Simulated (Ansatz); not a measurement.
# TiB6, from a guessed structure to a relaxed one, part 2 of 2

Starting from a made-up structure for TiB6, the aim is the relaxed cell, its shortest contacts and, where a second run follows, its electronic structure.

Ansatz 0.2.0; DFT, PBE, plane-wave PAW, files of the set soft_1, scalar-relativistic, no spin, cell and ions relaxed at zero pressure; PAW set soft_1 (the session's first sound run).

So far: Set-up; Relaxing cell and atoms.

### Step 2. Relaxing cell and atoms (continued)

Step by step:

```csv
step,energy less that of the first step (eV),largest force component (eV/Å),pressure (GPa),volume (Å³)
1,0.0000,5.0349,-4.00,74.78
2,-1.5786,2.3228,5.72,65.47
3,-1.7810,0.4119,2.42,65.61
4,-1.7919,0.0568,-1.31,67.23
5,-1.7950,0.0009,0.01,66.66
6*,-1.7906,0.0025,-0.10,66.66
7,-1.7907,0.0000,0.00,66.62
8*,-1.7907,0.0000,0.00,66.62
```

Relaxation steps marked * repeat the geometry before them on a plane-wave basis chosen anew for their cell, so energy and pressure can jump there.

The run keeps the 48 symmetry operations that it works with, so distortions that break them were not tested.

```csv
"conventional cell, symmetrised",before,after,change
a (Å),4.213,4.054,-3.8 %
b (Å),4.213,4.054,-3.8 %
c (Å),4.213,4.054,-3.8 %
volume (Å³/atom),10.68,9.52,-10.9 %
```

The atoms that moved most (Å, as changes of fractional coordinates times the final cell):

```csv
atom,dx,dy,dz,length
B2,0.000,0.000,0.095,0.095
B3,0.000,0.000,-0.095,0.095
B4,0.000,0.095,0.000,0.095
B5,0.095,0.000,0.000,0.095
B6,0.000,-0.095,0.000,0.095
B7,-0.095,0.000,0.000,0.095
```

The relaxed structure:

```cif
data_structure
_symmetry_space_group_name_H-M 'P 1'
_symmetry_Int_Tables_number 1
_cell_length_a 4.0539
_cell_length_b 4.0539
_cell_length_c 4.0539
_cell_angle_alpha 90.000
_cell_angle_beta 90.000
_cell_angle_gamma 90.000
_cell_volume 66.62
loop_
_atom_site_label
_atom_site_type_symbol
_atom_site_fract_x
_atom_site_fract_y
_atom_site_fract_z
_atom_site_occupancy
Ti1 Ti 0.00000 0.00000 0.00000 1
B2 B 0.50000 0.50000 0.80201 1
B3 B 0.50000 0.50000 0.19799 1
B4 B 0.50000 0.80201 0.50000 1
B5 B 0.80201 0.50000 0.50000 1
B6 B 0.50000 0.19799 0.50000 1
B7 B 0.19799 0.50000 0.50000 1
```

This step gave:

```
free energy             : -3434.0141 eV
energy at zero smearing : -3433.9956 eV
smearing term TS        : 0.03704 eV
Fermi energy            : 9.781 eV
electrons               : 30
symmetry operations     : 48
pressure                : -0.001411 GPa
```

The shortest distance of each pair, which need not be the same contact before and after:

```csv
pair,guess (Å),relaxed (Å)
B–B,1.660,1.605
B–Ti,3.122,2.977
Ti–Ti,4.213,4.054
```

The relaxation ends with a largest force component of 3.4e-5 eV/Å and a pressure of 0.00 GPa.

### Step 3. Bands of the relaxed cell

With the geometry fixed, one more self-consistent run, with a narrower smearing and the mesh shown in its input, gives the bands, and its pressure, and its forces where symmetry allows any, show how far the geometry depends on these settings.

This step: DFT, PBE, plane-wave PAW, files of the set soft_1, scalar-relativistic, no spin, bands and density of states at the relaxed cell; PAW set soft_1 (Ansatz 0.2.0).

input.yaml

```yaml
crystal:
  lattice:
    - [4.0538943624, 0.0, 0.0]
    - [0.0, 4.0538943624, 0.0]
    - [0.0, 0.0, 4.0538943624]
  atoms:
    - { symbol: Ti, position: [0.0, 0.0, 0.0] }
    - { symbol: B, position: [0.5, 0.5, 0.8020050886] }
    - { symbol: B, position: [0.5, 0.5, 0.1979949114] }
    - { symbol: B, position: [0.5, 0.8020050886, 0.5] }
    - { symbol: B, position: [0.8020050886, 0.5, 0.5] }
    - { symbol: B, position: [0.5, 0.1979949114, 0.5] }
    - { symbol: B, position: [0.1979949114, 0.5, 0.5] }
kpoints:
  mp_grid: { grid: [8, 8, 8] }
  band_path:
    path:
      - [[0.0, 0.0, 0.0], [0.0, 0.5, 0.0], [0.5, 0.5, 0.0], [0.0, 0.0, 0.0], [0.5, 0.5, 0.5], [0.0, 0.5, 0.0]]
      - [[0.5, 0.5, 0.0], [0.5, 0.5, 0.5]]
    npoints: 13
scf:
  occupations: { method: fermi_dirac, width: 0.03 }
  n_extra_bands: 11
hamiltonian:
  xc: pbe
  pseudopotentials: { kind: paw, azcp: { folder: soft_1 } }
output:
  forces: true
  stress: true
  write_bands: true
  dos: { projected: true }
  write_density: true
  write_potential: true
  elf: true
  volumetric_format: npy
```

Command:

```sh
$ ansatz run input.yaml --threads 4 --pin off --max-ram 10240MiB --backend cpu --events-out ev --progress --plain --runs-dir out
```

Numbers of over 12 decimals in the logs are rounded to 6 here.

What it wrote:

```text
[...]
Crystal: 7 atoms, lattice volume = 66.622 Å³
Basis set: ecut = 420 eV, 1309 PW (Γ), exchange–correlation on 60×60×60 points (8 copies of the dense FFT grid, shifted against one another)
Bands: 26, of which v1, the nominal top of the filled ones, is band 15 counted from 1 (14 counted from 0)
Symmetry: 48 space group operations
[...]
k-points: 35 of 512
[...]
SCF iter   1: F=—  HF=-3440.224488 eV  |F-HF|=—  |Δ(HF+E_count)|=         —  Δρ=1.32e-1  dr2=2.94e1  ethr=3.10e-3  ⟨swp⟩=6.0  Hψ=4004  notcnv=0  defer=5
[...]
SCF iter   8: F=-3433.998286 eV  HF=-3433.998286 eV  |F-HF|=4.61e-8  |Δ(HF+E_count)|=   2.04e-7  Δρ=8.49e-6  dr2=7.42e-8  ethr=3.33e-10  ⟨swp⟩=14.6  Hψ=6174  notcnv=0
SCF 1 converged in 8 iterations: F = -3433.998286 eV  dr2 = 7.42e-8
[...]
NSCF: frozen V_eff on 80 k-points
SCF converged after 8 iterations
Free energy (F): -3433.998286 eV
[...]
Internal energy: -3433.984297 eV  (E = F + TS)
E sigma→0 (E₀):  -3433.991292 eV
Entropy (-TS):   -0.013990 eV (-1.999 meV/atom)
Fermi energy:    9.795501 eV
[...]
--- Forces (eV/Å), atoms counted from 1 ---
  atom   1  Ti     0.00000000     0.00000000     0.00000000
  atom   2  B     -0.00000000     0.00000000     0.00499805
  atom   3  B     -0.00000000     0.00000000    -0.00499805
  atom   4  B      0.00000000     0.00499805     0.00000000
  atom   5  B      0.00499805    -0.00000000     0.00000000
  atom   6  B     -0.00000000    -0.00499805     0.00000000
  atom   7  B     -0.00499805     0.00000000    -0.00000000
  max |Σ_I F_I| component: 3.12e-17 eV/Å
--- Stress (GPa, compression-positive) ---
       -0.003174      -0.000000      -0.000000
       -0.000000      -0.003174       0.000000
        0.000000       0.000000      -0.003174
  P = ⅓ Tr σ = -0.0032 GPa (-0.032 kbar)
--- Band table (eV; the first three rows and the last of 35) ---
  k-point 0: bands = [... 11 lower, 8.3349, 8.3349, 8.3349, 9.7128, 9.7128, 10.8663, 10.8663, 10.8663, ... 7 higher]
  k-point 1: bands = [... 11 lower, 7.9807, 7.9807, 8.4122, 9.3296, 9.7683, 10.6177, 10.6177, 10.7539, ... 7 higher]
  k-point 2: bands = [... 11 lower, 7.2656, 7.2656, 8.6101, 8.6358, 9.9090, 10.2735, 10.2735, 10.4467, ... 7 higher]
  k-point 34: bands = [... 11 lower, 7.8484, 7.8484, 7.8484, 10.0727, 10.0727, 10.4290, 10.4290, 10.4290, ... 7 higher]
```

It took 0.77 s on 4 threads of AMD EPYC 9B45 (Zen 5), shared host; peak memory 0.46 GiB.

Numbers from this step:

```yaml
free_energy: -3433.9983 eV
energy_at_zero_smearing: -3433.9913 eV
smearing_term_ts: 0.01399 eV
fermi_energy: 9.796 eV
pressure: -0.003174 GPa
```

bands.tsv at the labelled points (eV, zero at the Fermi level; the bands that come nearest the Fermi level along the path):

```tsv
point	band 12	band 13	band 14	band 15	band 16	band 17	band 18	band 19
Γ	-1.46	-1.46	-1.46	-0.08	-0.08	1.07	1.07	1.07
X	-3.40	-2.76	-2.03	-0.55	-0.07	0.14	0.14	0.33
M	-3.82	-2.37	-2.37	0.09	0.18	0.56	1.22	1.22
Γ	-1.46	-1.46	-1.46	-0.08	-0.08	1.07	1.07	1.07
R	-1.95	-1.95	-1.95	0.28	0.28	0.63	0.63	0.63
X	-3.40	-2.76	-2.03	-0.55	-0.07	0.14	0.14	0.33
M	-3.82	-2.37	-2.37	0.09	0.18	0.56	1.22	1.22
R	-1.95	-1.95	-1.95	0.28	0.28	0.63	0.63	0.63
```

Counts of states for the cell as run, both spins, by energy window (eV from the Fermi level):

| from | to | total |
| --- | --- | --- |
| -8 | -7 | 1.33 |
| -7 | -6 | 1.01 |
| -6 | -5 | 2.33 |
| -5 | -4 | 2.00 |
| -4 | -3 | 2.88 |
| -3 | -2 | 3.16 |
| -2 | -1 | 0.82 |
| -1 | 0 | 1.82 |
| 0 | 1 | 7.67 |
| 1 | 2 | 0.33 |
| 2 | 3 | 1.80 |
| 3 | 4 | 2.35 |
| 4 | 5 | 2.17 |

Below -8 eV lie 14.7 more states.

Valence density in the ac plane at fractional y = 0.500, with atoms of B within 0.2 Å of it. It is the smooth field of the valence electrons, not physical close to the nuclei.

Ten even steps from '0' (0.1 e/Å³) to '9' (1.1 e/Å³), each cell a mean:
```
00012589741000
00013577642100
00124554553110
11235676764321
44456777776544
77567755677567
99547644576479
88557654577578
55557766776555
22346777765432
01124554653211
00013555542100
00012589741000
00002589741000
```
Columns run along a (4.1 Å), rows up along c (4.1 Å). Atoms in or near the plane, at fractional coordinates: B at (0.50, 0.80), B at (0.50, 0.20), B at (0.80, 0.50), B at (0.20, 0.50).

ELF in the ac plane at fractional y = 0.500, with atoms of B within 0.2 Å of it. It is the smooth field of the valence electrons, not physical close to the nuclei.

Values, 14 rows by 14 columns, each cell a mean:
```
0.09 0.10 0.18 0.33 0.61 0.76 0.83 0.85 0.82 0.73 0.50 0.29 0.14 0.10
0.13 0.14 0.23 0.37 0.52 0.49 0.33 0.29 0.39 0.51 0.47 0.33 0.18 0.14
0.28 0.29 0.38 0.52 0.60 0.41 0.05 0.00 0.16 0.49 0.60 0.48 0.33 0.29
0.53 0.49 0.50 0.64 0.75 0.64 0.25 0.13 0.40 0.69 0.73 0.60 0.47 0.50
0.81 0.68 0.45 0.54 0.76 0.74 0.52 0.43 0.62 0.76 0.69 0.49 0.51 0.73
0.91 0.74 0.21 0.20 0.54 0.60 0.43 0.36 0.50 0.62 0.40 0.16 0.39 0.82
0.95 0.75 0.07 0.01 0.27 0.43 0.29 0.22 0.36 0.43 0.13 0.00 0.29 0.85
0.94 0.75 0.12 0.07 0.40 0.52 0.35 0.29 0.43 0.52 0.25 0.05 0.33 0.83
0.85 0.70 0.39 0.46 0.72 0.72 0.52 0.43 0.60 0.74 0.64 0.41 0.49 0.76
0.66 0.58 0.52 0.64 0.79 0.72 0.40 0.27 0.54 0.76 0.75 0.60 0.52 0.61
0.34 0.34 0.41 0.56 0.64 0.46 0.07 0.01 0.20 0.54 0.64 0.52 0.37 0.33
0.17 0.18 0.28 0.41 0.52 0.39 0.12 0.07 0.21 0.45 0.50 0.38 0.23 0.18
0.10 0.11 0.18 0.34 0.58 0.70 0.75 0.75 0.74 0.68 0.49 0.29 0.14 0.10
0.09 0.10 0.17 0.34 0.66 0.85 0.94 0.95 0.91 0.81 0.53 0.28 0.13 0.09
```
Columns run along a (4.1 Å), rows up along c (4.1 Å). Atoms in or near the plane, at fractional coordinates: B at (0.50, 0.80), B at (0.50, 0.20), B at (0.80, 0.50), B at (0.20, 0.50).

Electrostatic potential energy in the ac plane at fractional y = 0.500, with atoms of B within 0.2 Å of it. With pseudopotentials it is smooth inside the atoms' cores, unlike the true potential.

Values in eV, 14 rows by 14 columns, each cell a mean:
```
 12  12  12  11   8   1 -12 -16  -7   4  10  12  12  12
 12  12  12  11   5 -10 -28 -30 -23  -5   8  11  12  12
 12  12  11   9   2 -17 -32 -31 -29 -11   7  10  11  12
 11  10   8   6   3 -11 -29 -32 -24  -6   5   7   8  10
  7   2  -9 -10  -3  -1  -9 -12  -5  -1  -6 -11  -5   4
  1 -12 -28 -29 -17  -2   2   2   2  -5 -24 -29 -23  -7
 -4 -21 -32 -32 -27  -7   4   5   2 -12 -32 -31 -30 -16
 -1 -17 -31 -32 -23  -5   4   4   2  -9 -29 -32 -28 -12
  5  -1 -14 -16  -6  -1  -5  -7  -2  -1 -11 -17 -10   1
  9   8   4   2   2  -6 -23 -27 -17  -3   3   2   5   8
 12  11  10   9   2 -16 -32 -32 -29 -10   6   9  11  11
 12  12  12  10   4 -14 -31 -32 -28  -9   8  11  12  12
 12  12  12  11   8  -1 -17 -21 -12   2  10  12  12  12
 12  12  12  12   9   5  -1  -4   1   7  11  12  12  12
```
Columns run along a (4.1 Å; values clipped at the 3rd and 97th percentile), rows up along c (4.1 Å). Atoms in or near the plane, at fractional coordinates: B at (0.50, 0.80), B at (0.50, 0.20), B at (0.80, 0.50), B at (0.20, 0.50).

### Step 4. Outcome

```json
{
 "space group, relaxed": "Pm-3m",
 "conventional cell": "a = 4.054, b = 4.054, c = 4.054 Å; α = 90.0°, β = 90.0°, γ = 90.0°",
 "volume per atom": "9.52 Å³ (guess 10.68)"
}
```

In words: TiB6 relaxes to Pm-3m with a = 4.054, b = 4.054 and c = 4.054 Å. The guessed volume was 12 % too large. The space group Pm-3m was held in the relaxation, so the end point is a stationary structure within it and may be a saddle against distortions or other arrangements. Bands cross the Fermi level, so it is a metal or semimetal at this level. On the 8×8×8 mesh with the narrower smearing (relaxed on 6×6×6) the largest force component is 0.005 eV/Å and the largest stress component is 0.003 GPa, within the relaxation's thresholds of 0.015 eV/Å and 0.05 GPa. The cutoff wasn't tested. No dispersion term is used, so weakly bound directions may come out too long. The runs have no spin, and magnetism wasn't tested. Nothing here tests whether the compound is stable against decomposition.

[Logs are printed without paths, hosts, clocks, repeated set-up lines and the standing remarks that a program may print on its own settings, such as how far it seeks lower states.]

[Hosts, paths, dates, database ids (printed as entryN), source tags and the programs' standing remarks are cut or masked in the printed files.]
